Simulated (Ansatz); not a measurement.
**SiGe (model cell, started as CsCl type): phonons and vibrational spectra**

Task: relax SiGe (model cell, started as CsCl type), then find its harmonic phonons.

Method: DFT LDA, scalar-relativistic, plane waves, PAW, in Ansatz 0.2.0.

Report form: the programs' logs are mostly left out.

The structure was built from a prototype and need not be the compound's stable phase.

### Step 1. Set-up

The structure is cubic, space group Pm-3m (No. 221). The conventional cell has a = 2.978 Å, b = 2.978 Å, c = 2.978 Å, α = 90.00°, β = 90.00°, γ = 90.00°. Ge has 8 Si at 2.58 Å nearest. Si has 8 Ge at 2.58 Å nearest. Farther neighbours are not listed.

### Step 2. Rough relaxation

The start is far from rest, so a relaxation with loose tolerances brings it close first.

File input.yaml:

```yaml
crystal:
  lattice:
    - [2.9782, 0.0, 0.0]
    - [0.0, 2.9782, 0.0]
    - [0.0, 0.0, 2.9782]
  atoms:
    - { symbol: Ge, position: [0.0, 0.0, 0.0] }
    - { symbol: Si, position: [0.5, 0.5, 0.5] }
kpoints:
  mp_grid: { grid: [6, 6, 6] }
hamiltonian:
  xc: lda
scf:
  occupations: { method: gaussian, width: 0.1 }
output:
  forces: true
  stress: true
  eigenvalues: true
relax:
  adjacent_minimum: "off"
  f_tol: 0.05
  max_steps: 80
  cell: { stress_tol: 0.5 }
```

On the command line:

```bash
$ ansatz run input.yaml --threads 4 --pin off --max-ram 7168MiB --backend cpu --events-out ev --progress --plain --runs-dir out
```

Run time: 1.2 s. Hardware: 4 threads of Arm Neoverse V2, shared host; peak memory 0.29 GiB.

The steps of the relaxation:

```
step  energy less that of the first step (eV)  largest force component (eV/Å)  pressure (GPa)  volume (Å³)
   1                                   0.0000                          0.0000           28.74        26.42
   2                                  -0.4253                          0.0000            7.41        30.47
   3                                  -0.4721                          0.0000            1.68        32.18
   4                                  -0.4749                          0.0000           -0.05        32.79
  5*                                  -0.4806                          0.0000            0.24        32.79
```

Relaxation steps marked * repeat the geometry before them on a plane-wave basis chosen anew for their cell, so energy and pressure can jump there.

Forces are held to the 48 operations that the run works with; a distortion that breaks them can't arise in this run.

```
conventional cell, symmetrised  before  after   change
                         a (Å)   2.978  3.201   +7.5 %
                         b (Å)   2.978  3.201   +7.5 %
                         c (Å)   2.978  3.201   +7.5 %
              volume (Å³/atom)   13.21  16.39  +24.1 %
```

The relaxed structure:

```
Ge Si
1.0
     3.20065    0.00000    0.00000
     0.00000    3.20065    0.00000
     0.00000    0.00000    3.20065
Ge Si
1 1
Cartesian
  0.0000 0.0000 0.0000
  1.6003 1.6003 1.6003
```

Numbers from this step:

```
pressure          : 0.2382 GPa
volume per atom   : 16.39 Å³
gap on the k-mesh : 0 eV
```

In this step the volume went from 13.21 to 16.39 Å³/atom.

### Step 3. Bringing the structure to rest

Harmonic phonons are second derivatives at a point where the forces vanish, and they are wanted at zero stress, so atoms and cell are relaxed first.

File input.yaml:

```yaml
crystal:
  lattice:
    - [3.200654383, 0.0, 0.0]
    - [0.0, 3.200654383, 0.0]
    - [0.0, 0.0, 3.200654383]
  atoms:
    - { symbol: Ge, position: [0.0, 0.0, 0.0] }
    - { symbol: Si, position: [0.5, 0.5, 0.5] }
kpoints:
  mp_grid: { grid: [12, 12, 12] }
hamiltonian:
  xc: lda
scf:
  occupations: { method: gaussian, width: 0.1 }
output:
  forces: true
  stress: true
  eigenvalues: true
  write_density: true
  write_potential: true
  elf: true
  volumetric_format: npy
relax:
  adjacent_minimum: "off"
  f_tol: 0.005
  max_steps: 80
  cell: { stress_tol: 0.05 }
```

Wall time 3 s (4 threads); peak memory 0.35 GiB; 11 s of CPU time.

Relaxation path:

```
step  energy less that of the first step (eV)  largest force component (eV/Å)  pressure (GPa)  volume (Å³)
   1                                   0.0000                          0.0000           -1.37        32.79
   2                                  -0.0022                          0.0000            0.38        32.15
   3                                  -0.0023                          0.0000           -0.01        32.28
  4*                                  -0.0022                          0.0000           -0.01        32.28
```

Relaxation steps marked * repeat the geometry before them on a plane-wave basis chosen anew for their cell, so energy and pressure can jump there.

The run keeps the 48 symmetry operations that it works with, so distortions that break them were not tested.

```
conventional cell, symmetrised  before  after  change
                         a (Å)   3.201  3.184  -0.5 %
                         b (Å)   3.201  3.184  -0.5 %
                         c (Å)   3.201  3.184  -0.5 %
              volume (Å³/atom)   16.39  16.14  -1.5 %
```

The relaxed structure:

```xyz
2
Lattice="3.1842 0.0000 0.0000 0.0000 3.1842 0.0000 0.0000 0.0000 3.1842" Properties=species:S:1:pos:R:3 pbc="T T T"
Ge    0.0000    0.0000    0.0000
Si    1.5921    1.5921    1.5921
```

Numbers from this step:

| Property | Result |
| --- | --- |
| pressure | -0.01101 GPa |
| volume per atom | 16.14 Å³ |

Electrostatic potential energy in the ac plane at fractional y = 0.500, with atoms of Si within 0.2 Å of it. With pseudopotentials it is smooth inside the atoms' cores, unlike the true potential.

Ten even steps from '_' (-54 eV) to '@' (13 eV):
```
@@@@@@@@@@@@@@@@@@@@@@@@@@@@@@@@
@@@@@@@@@@@@@@@@@@@@@@@@@@@@@@@@
@@@@@@@@@@@@@@%%%%%%@@@@@@@@@@@@
@@@@@@@@@@%%####**####%%@@@@@@@@
@@@@@@@@%%##++------++##%%@@@@@@
@@@@@@@@##++::..__..::++##@@@@@@
@@@@@@%%##--..______..--##%%@@@@
@@@@@@%%**--__________--**%%@@@@
@@@@@@%%##--..______..--##%%@@@@
@@@@@@@@##++::..__..::++##@@@@@@
@@@@@@@@%%##++------++##%%@@@@@@
@@@@@@@@@@%%####**####%%@@@@@@@@
@@@@@@@@@@@@@@%%%%%%@@@@@@@@@@@@
@@@@@@@@@@@@@@@@@@@@@@@@@@@@@@@@
@@@@@@@@@@@@@@@@@@@@@@@@@@@@@@@@
@@@@@@@@@@@@@@@@@@@@@@@@@@@@@@@@
```
Columns run along a (3.2 Å; values clipped at the 3rd and 97th percentile), rows up along c (3.2 Å). Atoms in or near the plane, at fractional coordinates: Si at (0.50, 0.50).

ELF in the ac plane at fractional y = 0.500, with atoms of Si within 0.2 Å of it. It is the smooth field of the valence electrons, not physical close to the nuclei.

Ten even steps from '_' (0.18) to '@' (0.76):
```
________..................______
______..::--====++====--::..____
____..--==**##%%%%%%##**==--..__
__..::==##%%@@%%%%%%@@%%##==::..
__..--**%%@@%%##**##%%@@%%**--..
__..==##@@%%**======**%%@@##==..
__..==%%%%##==++**++==##%%%%==..
__..++%%%%**==**@@**==**%%%%++..
__..==%%%%##==++**++==##%%%%==..
__..==##@@%%**======**%%@@##==..
__..--**%%@@%%##**##%%@@%%**--..
__..::==##%%@@%%%%%%@@%%##==::..
____..--==**##%%%%%%##**==--..__
______..::--====++====--::..____
________..................______
________________________________
```
Columns run along a (3.2 Å), rows up along c (3.2 Å). Atoms in or near the plane, at fractional coordinates: Si at (0.50, 0.50).

Valence density in the ac plane at fractional y = 0.500, with atoms of Si within 0.2 Å of it. It is the smooth field of the valence electrons, not physical close to the nuclei.

Ten even steps from '_' (0.03 e/Å³) to '@' (0.39 e/Å³):
```
::--------------==--------------
--------====++++++++++====------
------==++**##########**++==----
----==++**%%@@@@@@@@@@%%**++==--
----==**%%@@@@@@%%@@@@@@%%**==--
----++##@@@@%%**++**%%@@@@##++--
----++##@@@@**::..::**@@@@##++--
--==++##@@%%++..__..++%%@@##++==
----++##@@@@**::..::**@@@@##++--
----++##@@@@%%**++**%%@@@@##++--
----==**%%@@@@@@%%@@@@@@%%**==--
----==++**%%@@@@@@@@@@%%**++==--
------==++**##########**++==----
--------====++++++++++====------
::--------------==--------------
::::--------------------------::
```
Columns run along a (3.2 Å), rows up along c (3.2 Å). Atoms in or near the plane, at fractional coordinates: Si at (0.50, 0.50).

In this step the volume went from 16.39 to 16.14 Å³/atom.

### Step 4. Tight relaxation

Phonons need a cell at rest on their own settings, so the relaxation is repeated with tight tolerances on forces and stress on the k mesh and occupations of the first response run.

File input.yaml:

```yaml
crystal:
  lattice:
    - [3.1841562469, 0.0, 0.0]
    - [0.0, 3.1841562469, 0.0]
    - [0.0, 0.0, 3.1841562469]
  atoms:
    - { symbol: Ge, position: [0.0, 0.0, 0.0] }
    - { symbol: Si, position: [0.5, 0.5, 0.5] }
kpoints:
  mp_grid: { grid: [12, 12, 12] }
hamiltonian:
  xc: lda
scf:
  occupations: { method: methfessel_paxton, width: 0.15 }
output:
  forces: true
  stress: true
  eigenvalues: true
relax:
  adjacent_minimum: "off"
  f_tol: 0.001
  max_steps: 60
  cell: { stress_tol: 0.01 }
```

Run time: 2.3 s. Hardware: 4 threads; peak memory 0.34 GiB; 8 s of CPU time.

Little changed from the start: no atom moved by 0.005 Å and no cell edge by 0.1 %.

This step gave:

```yaml
pressure: 0.002970 GPa
```

The forces vanish by symmetry and the pressure is 0.003 GPa, within the tolerances set. The cell now holds 16.14 Å³/atom.

### Step 5. Linear response at the zone centre

The zone centre comes first: it holds the modes that light can see, as far as symmetry allows. No field response is asked, since the mesh shows no gap.

input.yaml, the sections that differ from step 4:

```yaml
crystal:
  lattice:
    - [3.1839675854, 0.0, 0.0]
    - [0.0, 3.1839675854, 0.0]
    - [0.0, 0.0, 3.1839675854]
  atoms:
    - { symbol: Ge, position: [0.0, 0.0, 0.0] }
    - { symbol: Si, position: [0.5, 0.5, 0.5] }
output:
  eigenvalues: true
phonons:
  method: dfpt
# kpoints, hamiltonian, scf: as in step 4
# relax: removed
```

Run time: 6.5 s. Hardware: 4 threads; peak memory 0.56 GiB.

This step gave:

| Item | Value |
| --- | --- |
| sum-rule residual before enforcement | 2.87e-5 eV/Å² |
| point group | m-3m |
| highest optical mode at the zone centre (no LO-TO term) | 174.8 cm⁻¹ |
| lowest optical zone-centre mode | 174.8 cm⁻¹ |

Patterns of degenerate modes are one choice out of their space. Modes at Γ, with each element's share of the kinetic energy:

```
mode  frequency (cm⁻¹)  symmetry  Ge %  Si %
   1               0.0  acoustic    72    28
   2               0.0  acoustic    72    28
   3               0.0  acoustic    72    28
   4             174.8       T1u    28    72
   5             174.8       T1u    28    72
   6             174.8       T1u    28    72
```

Displacements in mode 6 (174.8 cm⁻¹), the largest set to 1:
```
Ge1  0.00  0.00 -0.39
Si2  0.00  0.00  1.00
```

Before it was imposed, the acoustic sum rule was missed by 2.9e-5 eV/Å². Small misses are needed for a sound result but don't prove that mesh and cutoff are converged. The lowest optical mode is real, 175 cm⁻¹.

### Step 6. Response at finite wavevector

Stability and thermal properties need the whole zone. Linear response on a 4×4×4 q mesh gives force constants as far as a supercell of that size would.

input.yaml: that of step 5 with these lines changed.

```diff
@@ -18 +18,8 @@
   method: dfpt
+  qmesh: [4, 4, 4]
+  temperatures: { t_max: 1000, t_step: 50 }
+  qpath:
+    path:
+      - [[0.0, 0.0, 0.0], [0.0, 0.5, 0.0], [0.5, 0.5, 0.0], [0.0, 0.0, 0.0], [0.5, 0.5, 0.5], [0.0, 0.5, 0.0]]
+      - [[0.5, 0.5, 0.5], [0.5, 0.5, 0.0]]
+    npoints: 10
```

Run time: 2.6 min. Hardware: 4 threads; peak memory 1.4 GiB; 9.9 min of CPU time.

Numbers from this step:

* sum-rule residual before enforcement: 3.33e-5 eV/Å²
* lowest frequency on the path: -96.37 cm⁻¹
* highest frequency on the path or at a solved wavevector: 195.3 cm⁻¹
* lowest mode on the q mesh (acoustic modes at Γ apart): -91.55 cm⁻¹

Frequencies (cm⁻¹) solved at each irreducible wavevector; negative means imaginary. Frequencies by wavevector, by row:

```
q in reciprocal lattice units  star  mode 1  mode 2  mode 3  mode 4  mode 5  mode 6
                        0 0 0     1       0       0       0   174.8   174.8   174.8
                     0 0 0.25     6    44.5    44.5    94.3   133.1   133.1   142.6
                     0 0 -0.5     3    66.2    66.2   117.6   129.1   129.1   134.3
                  0 0.25 0.25    12    18.5    48.6    80.2   127.9   162.5   185.3
                  0 0.25 -0.5    12      38    47.2    65.9    81.9   180.6   182.6
                  0 -0.5 -0.5     3     -65   -61.3    16.4    16.4   167.8   167.8
               0.25 0.25 0.25     8   -91.5    60.1    60.1   147.8   147.8   152.5
               0.25 0.25 -0.5    12   -28.3   -25.8   101.5   140.1   164.1   176.9
               0.25 -0.5 -0.5     6    65.3      77    84.6    84.6   187.6   187.6
               -0.5 -0.5 -0.5     1   141.9   141.9   141.9   194.8   194.8   194.8
```

Interpolated from a 4×4×4 q mesh. Phonon branches along the path, in cm⁻¹:

```
    point  branch 1  branch 2  branch 3  branch 4  branch 5  branch 6
        Γ         0         0         0       175       175       175
  halfway        44        44        94       133       133       143
        X        66        66       118       129       129       134
  halfway        38        47        66        82       180       183
        M       -65       -61        16        16       168       168
  halfway        18        49        80       128       162       185
        Γ         0         0         0       175       175       175
  halfway       -92        60        60       148       148       152
        R       142       142       142       195       195       195
  halfway       -28       -26       101       140       164       177
        X        66        66       118       129       129       134
jump to R       142       142       142       195       195       195
  halfway        65        77        85        85       188       188
        M       -65       -61        16        16       168       168
```

Tetrahedra on a 20×20×20 mesh, mean over bins of 5 cm-1. Interpolated from a 4×4×4 q mesh. The phonon density of states by wavenumber; read off at these points:

```
wavenumber (cm⁻¹)  phonon density of states (1/cm⁻¹/cell)
              -98                                  1.3e-4
              -88                                 0.00214
              -82                                 0.00278
              -72                                 0.00373
              -68                                 0.00418
              -58                                 0.00808
              -48                                  0.0116
              -42                                  0.0115
              -32                                 0.00963
              -28                                 0.00822
              -18                                  0.0100
               -8                                 0.00838
               -2                                 0.00847
                8                                 0.00937
               12                                  0.0109
               22                                  0.0140
               32                                  0.0268
               38                                  0.0306
               48                                  0.0304
               52                                  0.0311
               62                                  0.0336
               68                                  0.0333
               78                                  0.0271
               88                                  0.0255
               92                                  0.0209
              102                                  0.0148
              108                                  0.0138
              118                                  0.0149
              128                                  0.0275
              132                                  0.0354
              142                                  0.0226
              148                                  0.0193
              158                                  0.0291
              168                                  0.0589
              172                                  0.0663
              178                                  0.0915
              182                                  0.0413
              188                                  0.0187
              198                                  1.7e-4
```

Phonopy on the run's constants, 17x17x17 mesh, Gaussian sigma 2.3 cm-1. Interpolated from a 4×4×4 q mesh. The partial phonon density of states by wavenumber; read off at these points; values in 1/cm⁻¹/cell:

```
wavenumber (cm⁻¹)       Ge       Si
           -100.0   1.0e-4   9.0e-5
            -90.0  0.00147  0.00122
            -80.0  0.00111   8.9e-4
            -70.0  0.00404  0.00308
            -60.0  0.00365  0.00360
            -50.0  0.00431  0.00369
            -40.0   0.0103  0.00537
            -30.0  0.00638  0.00293
            -20.0  0.00578  0.00301
            -10.0  0.00675  0.00334
              0.0   9.2e-4   3.6e-4
             10.0  0.00544  0.00223
             20.0  0.00909  0.00416
             30.0   0.0155  0.00968
             36.1   0.0202   0.0107
             40.0   0.0166  0.00855
             48.1   0.0239  0.00966
             50.0   0.0224  0.00912
             60.0   0.0246   0.0106
             62.0   0.0252   0.0106
             70.0   0.0216  0.00672
             80.0   0.0198  0.00822
             87.9   0.0214  0.00724
             90.0   0.0193  0.00711
            100.0   0.0106  0.00768
            110.0  0.00654  0.00499
            120.0  0.00746   0.0142
            130.0  0.00585   0.0258
            131.8   0.0075   0.0295
            140.0  0.00633   0.0240
            150.0  0.00553   0.0155
            160.0   0.0124   0.0258
            170.0   0.0191   0.0368
            175.7   0.0282   0.0563
            177.7   0.0274   0.0564
            180.0   0.0219   0.0457
            190.0  0.00322  0.00884
            200.0   8.0e-6   6.4e-5
```

[end of part 1 of 2]

[Logs are printed without paths, hosts, clocks, repeated set-up lines and the standing remarks that a program may print on its own settings, such as how far it seeks lower states.]

[Hosts, paths, dates, database ids (printed as entryN), source tags and the programs' standing remarks are cut or masked in the printed files.]
